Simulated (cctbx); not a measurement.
## What is wrong with this refinement?

Cell a = 7.2370 Å, b = 4.3880 Å, c = 7.8210 Å, α = 90.00°, β = 90.00°, γ = 90.00°; space group Pnma (no. 62).

The data are simulated with cctbx, not measured: synchrotron X-rays, λ = 0.7749 Å, to d = 0.75 Å, 80 % of the full sphere, strongest reflection 5000 counts, noise from counting, a 6 % proportional error and a noise floor of 4 counts (s.d.); no absorption.

An anisotropic refinement with weights 1/σ² prints:

```text
Rint 0.058, 344 unique reflections to 0.75 A
cycle     R1     wR2    GooF  max shift (A)
   1  0.4681  0.7661  13.419   0.02487
   3  0.3973  0.6797  11.905   0.00036
final R1 0.3974 wR2 0.6797 GooF 11.905  parameters 12  data/parameter 28.7
atom        x        y        z      Ueq    occ   su(xyz)  su(Uiso or U11)
Pb1    0.51151  0.25000  0.19966  -0.0136  1.000  0.00147  0.0035  NPD
Pt1    0.20317  0.75000  0.08699   0.0015  1.000  0.00179  0.0053  NPD
difference map: max 268.07 min -47.79 rms 21.32
Q1    0.1936  0.2500  0.9080    4  276.45  2.60 A from Pt1
Q2    0.0020  0.2500  0.2996    4  240.65  0.07 A from Pb1
Q3    0.2012  0.7500  0.0883    4  190.06  0.02 A from Pt1
Q4    0.0043  0.2500  0.8913    4   65.13  1.51 A from Pt1
Q5    0.0026  0.2500  0.5234    4   64.97  1.75 A from Pb1
Q6    0.1215  0.7500  0.7880    4   60.62  1.18 A from Pb1
```

Q: Accept it or mend it, and why?

Mend it. The fault: an atom left out, Sb at (0.8086, 3/4, 0.0909). Against the right model at the same level, R1 goes from 0.0214 to 0.3974 and GooF from 0.94 to 11.90, U of Pb1 shrinks from 0.0067 to -0.0136 Å², the top difference peak, 276.4 e/Å³, lies 2.60 Å from Pt1 and Pb1 and Pt1 go non-positive-definite. Q1 is the missing atom. With scattering power missing, scale and phases suffer, so peaks may also grow on the heavy atoms.

The compound is SbPtPb. The right model at the same level gives:

```text
Rint 0.058, 344 unique reflections to 0.75 A
cycle     R1     wR2    GooF  max shift (A)
   1  0.0219  0.0543   0.960   0.00023
   2  0.0214  0.0533   0.942   0.00000
final R1 0.0214 wR2 0.0533 GooF 0.942  parameters 18  data/parameter 19.1
atom        x        y        z      Ueq    occ   su(xyz)  su(Uiso or U11)
Pb1    0.51183  0.25000  0.19904   0.0067  1.000  0.00008  0.0003
Pt1    0.19975  0.75000  0.08749   0.0061  1.000  0.00008  0.0003
Sb1    0.80867  0.75000  0.09082   0.0089  1.000  0.00015  0.0005
difference map: max 3.25 min -2.32 rms 0.73
Q1    0.0202  0.7500  0.5809    4    3.28  0.95 A from Pb1
Q2    0.2211  0.6492  0.7030    8    3.27  1.74 A from Pb1
Q3    0.2457  0.2500  0.4391    4    2.57  1.23 A from Pt1
Q4    0.1843  0.2500  0.1306    4    2.34  1.73 A from Sb1
Q5    0.2325  0.7500  0.6093    4    2.28  1.66 A from Sb1
Q6    0.1317  0.2500  0.7498    4    2.20  1.32 A from Sb1
```

The model is made up (kin elements in a known structure type, no relaxation), so it says nothing on whether the phase exists.

[Middle refinement cycles are left out of these outputs.]

[Logs are printed without paths, hosts, clocks, repeated set-up lines and the standing remarks that a program may print on its own settings, such as how far it seeks lower states.]
